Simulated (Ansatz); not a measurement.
**How fast states decay through Li2SiSnTe4**

Aim: relax a made-up compound, Li2SiSnTe4, and see how good a tunnel barrier it would be. It is built by putting Te for S in the Li2SiSnS4 structure of space group I-42m, with the volume rescaled by atomic radii. The parent structure comes from the Materials Project.

Method: r2SCAN DFT, plane waves, PAW files, in the first sound run; inputs show where later runs differ, in Ansatz 0.2.0.

The structure was built from a prototype and need not be the compound's stable phase.

## 1. The structure

It takes space group I-42m (No. 121, tetragonal). The conventional cell has a = 7.001 Å, b = 7.001 Å, c = 8.363 Å, α = 90.00°, β = 90.00°, γ = 90.00°. Nearest to Li lie 4 Te at 2.65 Å. Nearest to Si lie 4 Te at 2.32 Å. Nearest to Sn lie 8 Te at 3.32 to 3.43 Å. Nearest to Te lie 1 Si at 2.32 Å and 2 Li at 2.65 Å and 2 Sn at 3.32 to 3.43 Å. It derives from Li2SiSnS4. Te for S in the Li2SiSnS4 structure of space group I-42m. Farther neighbours and most contacts between anions are not listed.

## 2. Cell and atoms at rest

The substituted atoms don't fit the parent's cell, so cell and atoms relax together. A small smearing keeps the run stable in case the gap closes on the way.

input.yaml reads:

```yaml
crystal:
  lattice:
    - [-3.5006634296, 3.5006634296, 4.1814723302]
    - [3.5006634296, -3.5006634296, 4.1814723302]
    - [3.5006634296, 3.5006634296, -4.1814723302]
  atoms:
    - { symbol: Li, position: [0.25, 0.75, 0.5] }
    - { symbol: Li, position: [0.75, 0.25, 0.5] }
    - { symbol: Si, position: [0.5, 0.5, 0.0] }
    - { symbol: Sn, position: [0.0, 0.0, 0.0] }
    - { symbol: Te, position: [0.466311, 0.466311, 0.616017] }
    - { symbol: Te, position: [0.533689, 0.149706, 0.0] }
    - { symbol: Te, position: [0.149706, 0.533689, 0.0] }
    - { symbol: Te, position: [0.850294, 0.850294, 0.383983] }
kpoints:
  mp_grid: { grid: [4, 4, 4] }
scf:
  occupations: { method: gaussian, width: 0.03 }
hamiltonian:
  xc: r2scan
output:
  forces: true
  stress: true
relax:
  f_tol: 0.02
  max_steps: 60
  cell: {}
```

The run is started by

```sh
ansatz run input.yaml --threads 2 --pin off --max-ram 4096MiB --backend cpu --events-out ev --progress --plain --runs-dir out
```

Numbers of over 12 decimals in the logs are rounded to 6 here.

What it wrote:

```text
Engine: ansatz 0.2.0, aarch64-unknown-linux-gnu
Pseudopotentials: kind: paw
Pseudopotential: Li, paw, valence charge 3, recommended cutoff 500 eV (meta_gga), Li.paw.azcp
Pseudopotential: Si, paw, valence charge 4, recommended cutoff 500 eV (meta_gga), Si.paw.azcp
Pseudopotential: Sn, paw, valence charge 14, recommended cutoff 500 eV (meta_gga), Sn.paw.azcp
Pseudopotential: Te, paw, valence charge 16, recommended cutoff 500 eV (meta_gga), Te.paw.azcp
Functional definition: r2SCAN
  parameter k0 = 0.174
  parameter k1 = 0.065
  parameter a1 = 4.9479
  exchange = r2scan_x(k0 = k0, k1 = k1, a1 = a1)
  correlation = r2scan_c
Crystal: 8 atoms, lattice volume = 204.970 Å³
Basis set: ecut = 500 eV, 5219 PW (Γ), exchange–correlation on 192×192×192 points (64 copies of the dense FFT grid, shifted against one another)
Bands: 53, of which v1, the nominal top of the filled ones, is band 44 counted from 1 (43 counted from 0)
Symmetry: 8 space group operations
Space group: I-42m (ITA 121), of the structure as read, at distance tolerance 5.9e-5 Å
k-points: 13 of 64 (time reversal used)
Non-local potential: Li, projectors of the file, l = 0: 3, l = 1: 2, l = 2: 1
Non-local potential: Si, projectors of the file, l = 0: 2, l = 1: 2, l = 2: 2
Non-local potential: Sn, projectors of the file, l = 0: 2, l = 1: 2, l = 2: 2, l = 3: 2
Non-local potential: Te, projectors of the file, l = 0: 2, l = 1: 2, l = 2: 2, l = 3: 2
PAW form: soft (Blöchl's): semilocal exchange-correlation on the pseudo side does not see the compensation charge
PAW frozen core: Si, regenerated for the run's functional (the file was generated under x = pbe(κ = 0.804, μ = 0.219515), c = pbe(β = 0.066725))
PAW frozen core: Sn, regenerated for the run's functional (the file was generated under x = pbe(κ = 0.804, μ = 0.219515), c = pbe(β = 0.066725))
PAW frozen core: Te, regenerated for the run's functional (the file was generated under x = pbe(κ = 0.804, μ = 0.219515), c = pbe(β = 0.066725))
PAW one-centre angular grid: Li, 302 points (default); XC on 327 of its mesh's 2665 points in the sphere
PAW one-centre angular grid: Si, 302 points (default); XC on 160 Gauss nodes
PAW one-centre angular grid: Sn, 590 points (default); XC on 249 of its mesh's 2787 points in the sphere
PAW one-centre angular grid: Te, 590 points (default); XC on 160 Gauss nodes
Initial density: superposition of atomic densities (neutral atoms: chi_scale 0, normalization atom), corrected by the library's trained network
Initial wavefunctions: pseudopotential atomic-orbital guess
Functional: x = r2scan, c = r2scan; τ floored in thin density (d = 2e-4 eV/Å³)
SCF iter   1: F=—  HF=-35069.919226 eV  |F-HF|=—  |Δ(HF+E_count)|=         —  Δρ=3.67e-3  dr2=3.83e-2  dr2_τ=2.58e-2  ethr=1.77e-3  ⟨swp⟩=8.4  Hψ=2984  notcnv=0  defer=5
preconditioner: auto → Resta (q_TF=auto, 2.370 Å⁻¹)  ε∞=3.8  [insulator: Δε(μ)=1.189 eV  Ē_g=9.073 eV  σ=0.030 eV  W_gap=1.00  n_scr=50 (ndim 8)  ℏωp=15.1 eV  f_vac=0.024  D(μ)=0.00/eV (n_scr^D=0)  ε∞_Penn≈3.8]
SCF iter   2: F=—  HF=-35070.025339 eV  |F-HF|=—  |Δ(HF+E_count)|=   1.06e-1  Δρ=2.15e-3  dr2=1.16e-2  dr2_τ=1.37e-4  ethr=4.35e-5  ⟨swp⟩=3.0  Hψ=1487  notcnv=0  defer=47
SCF iter   3: F=—  HF=-35070.025621 eV  |F-HF|=—  |Δ(HF+E_count)|=   2.82e-4  Δρ=5.81e-4  dr2=7.70e-4  dr2_τ=4.19e-5  ethr=1.32e-5  ⟨swp⟩=3.4  Hψ=1255  notcnv=0  defer=34
automatic band count: iteration 3 solves 52 bands in place of 53: the levels show a gap, and the empty bands left out lie too high to hold charge; the band table lists the bands solved (type scf.n_extra_bands for more)
SCF iter   4: F=—  HF=-35070.025668 eV  |F-HF|=—  |Δ(HF+E_count)|=   4.70e-5  Δρ=1.86e-4  dr2=6.59e-5  dr2_τ=1.54e-6  ethr=8.75e-7  ⟨swp⟩=2.0  Hψ=928  notcnv=0  defer=34
SCF iter   5: F=—  HF=-35070.025662 eV  |F-HF|=—  |Δ(HF+E_count)|=   5.99e-6  Δρ=4.10e-5  dr2=3.77e-6  dr2_τ=9.56e-8  ethr=7.49e-8  ⟨swp⟩=2.0  Hψ=863  notcnv=0  defer=34
SCF iter   6: F=—  HF=-35070.025665 eV  |F-HF|=—  |Δ(HF+E_count)|=   2.92e-6  Δρ=1.25e-5  dr2=4.65e-7  dr2_τ=7.96e-9  ethr=4.28e-9  ⟨swp⟩=2.0  Hψ=928  notcnv=0  defer=34
SCF iter   7: F=-35070.025665 eV  HF=-35070.025665 eV  |F-HF|=1.19e-9  |Δ(HF+E_count)|=   4.93e-8  Δρ=3.14e-6  dr2=1.72e-8  dr2_τ=4.49e-10  ethr=1.14e-10  ⟨swp⟩=5.0  Hψ=2340  notcnv=0
SCF 1 converged in 7 iterations: F = -35070.025665 eV  dr2 = 1.72e-8
  greatest PAW one-centre occupation: 0.999 electrons in one spin orbital (limit 2), on the Li atom at site 1 (counted from 0), in its partial waves of l = 0
relax step   1: F+E_penalty+E_count = -35070.02566479 eV  Δ(F+E_penalty+E_count) = +0.000e0 eV  max|allowed force component| = 1.594e0 eV/Å  Δτ_max = 0.0000 Å  P = +9.944 GPa  Ω = 204.970 Å³  (7 SCF iters, dr2 threshold 1.00e-7 eV, accepted)
Crystal: 8 atoms, lattice volume = 232.665 Å³
Basis set: ecut = 500 eV, 5915 PW (Γ), exchange–correlation on 192×192×192 points (64 copies of the dense FFT grid, shifted against one another)
Initial density: handed on by an earlier stage of this run
Initial wavefunctions: those handed on with the density
iter 1 solved again at ethr=2.60e-4 eV; its pass at ethr=3.10e-3 eV (dr2=2.28e-1 eV) is discarded
SCF iter   1: F=—  HF=-35069.979604 eV  |F-HF|=—  |Δ(HF+E_count)|=         —  Δρ=7.45e-3  dr2=2.28e-1  dr2_τ=6.68e-1  ethr=2.60e-4  ⟨swp⟩=1.8  Hψ=3617  notcnv=0
automatic band count: iteration 1 solves 51 bands in place of 53: the levels show a gap, and the empty bands left out lie too high to hold charge; the band table lists the bands solved (type scf.n_extra_bands for more)
preconditioner: auto → Resta (q_TF=auto, 2.320 Å⁻¹)  ε∞=4.3  [insulator: Δε(μ)=1.032 eV  Ē_g=7.815 eV  σ=0.030 eV  W_gap=1.00  n_scr=50 (ndim 8)  ℏωp=14.2 eV  f_vac=0.048  D(μ)=0.00/eV (n_scr^D=0)  ε∞_Penn≈4.3]
SCF iter   2: F=—  HF=-35071.235734 eV  |F-HF|=—  |Δ(HF+E_count)|=    1.26e0  Δρ=4.37e-3  dr2=5.57e-2  dr2_τ=7.37e-4  ethr=2.60e-4  ⟨swp⟩=5.1  Hψ=1704  notcnv=0  defer=2
SCF iter   3: F=—  HF=-35071.230890 eV  |F-HF|=—  |Δ(HF+E_count)|=   4.84e-3  Δρ=1.47e-3  dr2=6.82e-3  dr2_τ=1.48e-4  ethr=6.33e-5  ⟨swp⟩=3.1  Hψ=984  notcnv=0  defer=5
SCF iter   4: F=—  HF=-35071.231514 eV  |F-HF|=—  |Δ(HF+E_count)|=   6.24e-4  Δρ=4.06e-4  dr2=7.28e-4  dr2_τ=8.78e-6  ethr=7.75e-6  ⟨swp⟩=2.0  Hψ=908  notcnv=0  defer=6
SCF iter   5: F=—  HF=-35071.231699 eV  |F-HF|=—  |Δ(HF+E_count)|=   1.85e-4  Δρ=1.10e-4  dr2=3.72e-5  dr2_τ=8.17e-7  ethr=8.28e-7  ⟨swp⟩=2.0  Hψ=877  notcnv=0  defer=6
SCF iter   6: F=—  HF=-35071.231714 eV  |F-HF|=—  |Δ(HF+E_count)|=   1.53e-5  Δρ=3.13e-5  dr2=2.53e-6  dr2_τ=3.77e-8  ethr=4.22e-8  ⟨swp⟩=2.7  Hψ=1189  notcnv=0  defer=6
SCF iter   7: F=-35071.231714 eV  HF=-35071.231714 eV  |F-HF|=5.54e-8  |Δ(HF+E_count)|=   3.06e-7  Δρ=8.11e-6  dr2=1.66e-7  dr2_τ=2.60e-9  ethr=9.09e-10  ⟨swp⟩=5.0  Hψ=2310  notcnv=0
SCF 2 converged in 7 iterations: F = -35071.231714 eV  dr2 = 1.66e-7
relax step   2: F+E_penalty+E_count = -35071.23171427 eV  Δ(F+E_penalty+E_count) = -1.206e0 eV  max|allowed force component| = 8.473e-2 eV/Å  Δτ_max = 0.1086 Å  P = -0.222 GPa  Ω = 232.665 Å³  energy of the carried Pulay correction = -2.339e-3 eV  (7 SCF iters, dr2 threshold 8.00e-7 eV, accepted)
Crystal: 8 atoms, lattice volume = 232.914 Å³
Basis set: ecut = 500 eV, 5939 PW (Γ), exchange–correlation on 192×192×192 points (64 copies of the dense FFT grid, shifted against one another)
iter 1 solved again at ethr=1.30e-6 eV; its pass at ethr=3.10e-3 eV (dr2=1.14e-3 eV) is discarded
SCF iter   1: F=—  HF=-35071.230688 eV  |F-HF|=—  |Δ(HF+E_count)|=         —  Δρ=6.40e-4  dr2=1.23e-3  dr2_τ=6.84e-3  ethr=1.30e-6  ⟨swp⟩=2.4  Hψ=3131  notcnv=0
automatic band count: iteration 1 solves 51 bands in place of 53: the levels show a gap, and the empty bands left out lie too high to hold charge; the band table lists the bands solved (type scf.n_extra_bands for more)
preconditioner: auto → Resta (q_TF=auto, 2.320 Å⁻¹)  ε∞=4.2  [insulator: Δε(μ)=1.027 eV  Ē_g=7.887 eV  σ=0.030 eV  W_gap=1.00  n_scr=50 (ndim 8)  ℏωp=14.2 eV  f_vac=0.039  D(μ)=0.00/eV (n_scr^D=0)  ε∞_Penn≈4.2]
SCF iter   2: F=—  HF=-35071.234410 eV  |F-HF|=—  |Δ(HF+E_count)|=   3.72e-3  Δρ=3.14e-4  dr2=1.96e-4  dr2_τ=4.40e-6  ethr=1.30e-6  ⟨swp⟩=3.0  Hψ=1299  notcnv=0
SCF iter   3: F=—  HF=-35071.234382 eV  |F-HF|=—  |Δ(HF+E_count)|=   2.74e-5  Δρ=9.74e-5  dr2=2.06e-5  dr2_τ=3.34e-7  ethr=2.23e-7  ⟨swp⟩=2.0  Hψ=797  notcnv=0
SCF iter   4: F=—  HF=-35071.234388 eV  |F-HF|=—  |Δ(HF+E_count)|=   5.93e-6  Δρ=2.02e-5  dr2=1.52e-6  dr2_τ=2.38e-8  ethr=2.34e-8  ⟨swp⟩=2.0  Hψ=883  notcnv=0
SCF iter   5: F=-35071.234389 eV  HF=-35071.234389 eV  |F-HF|=3.65e-8  |Δ(HF+E_count)|=   6.01e-7  Δρ=5.95e-6  dr2=1.23e-7  dr2_τ=1.47e-9  ethr=5.10e-10  ⟨swp⟩=5.0  Hψ=2313  notcnv=0
SCF 3 converged in 5 iterations: F = -35071.234389 eV  dr2 = 1.23e-7
relax step   3: F+E_penalty+E_count = -35071.23438872 eV  Δ(F+E_penalty+E_count) = -2.674e-3 eV  max|allowed force component| = 1.907e-2 eV/Å  Δτ_max = 0.0133 Å  P = -0.140 GPa  Ω = 232.914 Å³  energy of the carried Pulay correction = -2.359e-3 eV  (5 SCF iters, dr2 threshold 4.49e-7 eV, accepted)
[...]
relax step   4: F+E_penalty+E_count = -35071.23521497 eV  Δ(F+E_penalty+E_count) = -8.262e-4 eV  max|allowed force component| = 5.820e-3 eV/Å  Δτ_max = 0.0056 Å  P = -0.013 GPa  Ω = 232.290 Å³  energy of the carried Pulay correction = -2.309e-3 eV  (5 SCF iters, dr2 threshold 7.97e-8 eV, accepted)
Basis set: ecut = 500 eV, 5915 PW (Γ), exchange–correlation on 200×200×200 points (64 copies of the dense FFT grid, shifted against one another)
Initial wavefunctions: pseudopotential atomic-orbital guess (no wavefunctions were taken with the density)
iter 1 solved again at ethr=5.60e-7 eV; its pass at ethr=3.10e-3 eV (dr2=4.93e-4 eV) is discarded
SCF iter   1: F=—  HF=-35071.237507 eV  |F-HF|=—  |Δ(HF+E_count)|=         —  Δρ=1.94e-4  dr2=3.49e-6  dr2_τ=1.22e-5  ethr=5.60e-7  ⟨swp⟩=3.1  Hψ=4678  notcnv=0
preconditioner: auto → Resta (q_TF=auto, 2.321 Å⁻¹)  ε∞=3.9  [insulator: Δε(μ)=1.021 eV  Ē_g=8.346 eV  σ=0.030 eV  W_gap=1.00  n_scr=50 (ndim 8)  ℏωp=14.2 eV  f_vac=0.039  D(μ)=0.00/eV (n_scr^D=0)  ε∞_Penn≈3.9]
SCF iter   2: F=—  HF=-35071.238236 eV  |F-HF|=—  |Δ(HF+E_count)|=   7.28e-4  Δρ=9.82e-5  dr2=8.39e-7  dr2_τ=6.06e-6  ethr=3.96e-9  ⟨swp⟩=2.0  Hψ=1261  notcnv=0
SCF iter   3: F=—  HF=-35071.238401 eV  |F-HF|=—  |Δ(HF+E_count)|=   1.65e-4  Δρ=1.61e-5  dr2=8.39e-8  dr2_τ=1.40e-7  ethr=9.53e-10  ⟨swp⟩=2.0  Hψ=1261  notcnv=0
SCF iter   4: F=—  HF=-35071.238405 eV  |F-HF|=—  |Δ(HF+E_count)|=   4.00e-6  Δρ=1.92e-6  dr2=3.66e-9  dr2_τ=2.26e-9  ethr=9.54e-11  ⟨swp⟩=2.0  Hψ=1261  notcnv=0
SCF iter   5: F=—  HF=-35071.238405 eV  |F-HF|=—  |Δ(HF+E_count)|=   5.87e-8  Δρ=3.30e-7  dr2=4.14e-10  dr2_τ=1.94e-11  ethr=4.16e-12  ⟨swp⟩=2.0  Hψ=1261  notcnv=0
SCF iter   6: F=-35071.238405 eV  HF=-35071.238405 eV  |F-HF|=5.09e-11  |Δ(HF+E_count)|=  2.40e-10  Δρ=1.16e-7  dr2=4.75e-11  dr2_τ=3.26e-12  ethr=1.00e-12  ⟨swp⟩=5.2  Hψ=2369  notcnv=0
SCF 5 converged in 6 iterations: F = -35071.238405 eV  dr2 = 4.75e-11
relax step   5: F+E_penalty+E_count = -35071.23840490 eV  Δ(F+E_penalty+E_count) = -3.190e-3 eV  max|allowed force component| = 5.835e-3 eV/Å  Δτ_max = 0.0000 Å  P = -0.003 GPa  Ω = 232.290 Å³  stress off target by 2.33e-2 GPa  SCF on the basis re-selected at this cell (its energy is not comparable with the rows above)  (6 SCF iters)
basis re-selected at this cell: Δ(F+E_penalty+E_count) = -3.190e-3 eV, ΔP = +0.010 GPa vs the last step (what re-selecting the basis moved, of the pressure what is left beyond the Pulay correction that the steps carried, after the strain that the cell walked since its last selection, with what the two solves' SCF thresholds leave and, on support functions, any second-order correction that the steps lacked; it is no measure of the basis error at this ecutwfc). The dense FFT grid was sized anew with the basis: this SCF ran on 50×50×50 points, the steps before it on 48×48×48, so part of this shift can come from that change (see relax.cell in the input reference). [rest of the remark cut]
SCF converged after 6 iterations
Free energy (F): -35071.238405 eV
Harris-Foulkes:  -35071.238405 eV  (|F-HF|=5.09e-11)
Internal energy: -35071.238405 eV  (E = F + TS)
E sigma→0 (E₀):  -35071.238405 eV
Fermi energy:    6.805384 eV
--- Per-component energies (eV) ---
  E_band       = -1506.866828
  E_kinetic    = 989.174574
  E_local      = -7122.627378  (includes V_loc(G=0)·N_el)
  E_nonlocal   = -1316.314335
  E_hartree    = 4247.566153
  E_xc         = -908.399698
  E_vxc        = -630.666194  (∫ρ·V_xc dr)
  E_paw        = -23464.812333  (= ΣΔE_a)
  E_vpaw       = -1959.106182  (= ΣTr[D̂ρ^β])
  E_aug_tail   = -0.000350  (compensation charges beyond the density's cutoff)
  E_vtau       = 37.540683  (kinetic-family band-sum trace: ∫τ·v_τ [+ j·A + Jᵃ·Aᵃ] dr)
  E_ewald      = -7497.623347
  E_core_change = 1.798309  (= ΣΔE_core)
  E_smearing   = -0.000000  (= −TS)
  E_closure    = -0.000000  (closes the sum)
  Σ components = -35071.238405   (vs F -35071.238405, Δ=0.00e0)
--- Forces (eV/Å), atoms counted from 1 ---
  atom   1  Li    -0.00000000     0.00000000     0.00000000
  atom   2  Li    -0.00000000    -0.00000000     0.00000000
  atom   3  Si    -0.00000000     0.00000000    -0.00000000
  atom   4  Sn    -0.00000000    -0.00000000     0.00000000
  atom   5  Te     0.00583468     0.00583468     0.00525629
  atom   6  Te     0.00583468    -0.00583468    -0.00525629
  atom   7  Te    -0.00583468     0.00583468    -0.00525629
  atom   8  Te    -0.00583468    -0.00583468     0.00525629
  max |Σ_I F_I| component: 5.64e-17 eV/Å
--- Stress (GPa, compression-positive) ---
        0.006951       0.000000       0.000000
        0.000000       0.006951      -0.000000
        0.000000      -0.000000      -0.023256
  P = ⅓ Tr σ = -0.0031 GPa (-0.031 kbar)
--- Relaxed structure (4 steps of the walk, 4 accepted, 1 SCFs on fresh bases) ---
  F+E_penalty+E_count = -35071.23840490 eV   max|allowed force component| = 5.835e-3 eV/Å   (the final SCF, on the basis selected at the relaxed cell)
  cell:  # Å, volume = 232.2899 Å³
    - [-3.674629, 3.674629, 4.300741]
    - [3.674629, -3.674629, 4.300741]
    - [3.674629, 3.674629, -4.300741]
  atoms:
    - { symbol: Li, position: [0.250000, 0.750000, 0.500000] }
    - { symbol: Li, position: [0.750000, 0.250000, 0.500000] }
    - { symbol: Si, position: [0.5, 0.5, 0] }
    - { symbol: Sn, position: [0, 0, 0] }
    - { symbol: Te, position: [0.461769, 0.461769, 0.597665] }
    - { symbol: Te, position: [0.538231, 0.135896, 0.0] }
    - { symbol: Te, position: [0.135896, 0.538231, 0.0] }
    - { symbol: Te, position: [0.864104, 0.864104, 0.402335] }
```

Run time: 50 s. Hardware: 2 threads of Arm Neoverse V2, shared host; peak memory 0.99 GiB.

The steps of the relaxation:

```
step  energy less that of the first step (eV)  largest force component (eV/Å)  pressure (GPa)  volume (Å³)
   1                                   0.0000                          1.5943            9.94       204.97
   2                                  -1.2060                          0.0847           -0.22       232.67
   3                                  -1.2087                          0.0191           -0.14       232.91
   4                                  -1.2095                          0.0058           -0.01       232.29
  5*                                  -1.2127                          0.0058            0.00       232.29
```

Relaxation steps marked * repeat the geometry before them on a plane-wave basis chosen anew for their cell, so energy and pressure can jump there.

The run keeps the 8 symmetry operations that it works with, so distortions that break them were not tested.

```
conventional cell, symmetrised  before  after   change
                         a (Å)   7.001  7.349   +5.0 %
                         b (Å)   7.001  7.349   +5.0 %
                         c (Å)   8.363  8.601   +2.9 %
              volume (Å³/atom)   25.62  29.04  +13.3 %
```

The atoms that moved most (Å, as changes of fractional coordinates times the final cell):

```
atom      dx      dy      dz  length
 Te8   0.067   0.067   0.040   0.103
 Te6  -0.067   0.067  -0.040   0.103
 Te7   0.067  -0.067  -0.040   0.103
 Te5  -0.067  -0.067   0.040   0.103
```

This step gave:

```
free energy  : -35071.2384 eV
Fermi energy : 6.805 eV
pressure     : -0.003118 GPa
```

The largest force component on a free atom ends at 0.0058 eV/Å.

[end of part 1 of 4]

[Logs are printed without paths, hosts, clocks, repeated set-up lines and the standing remarks that a program may print on its own settings, such as how far it seeks lower states.]

[Hosts, paths, dates, database ids (printed as entryN), source tags and the programs' standing remarks are cut or masked in the printed files.]
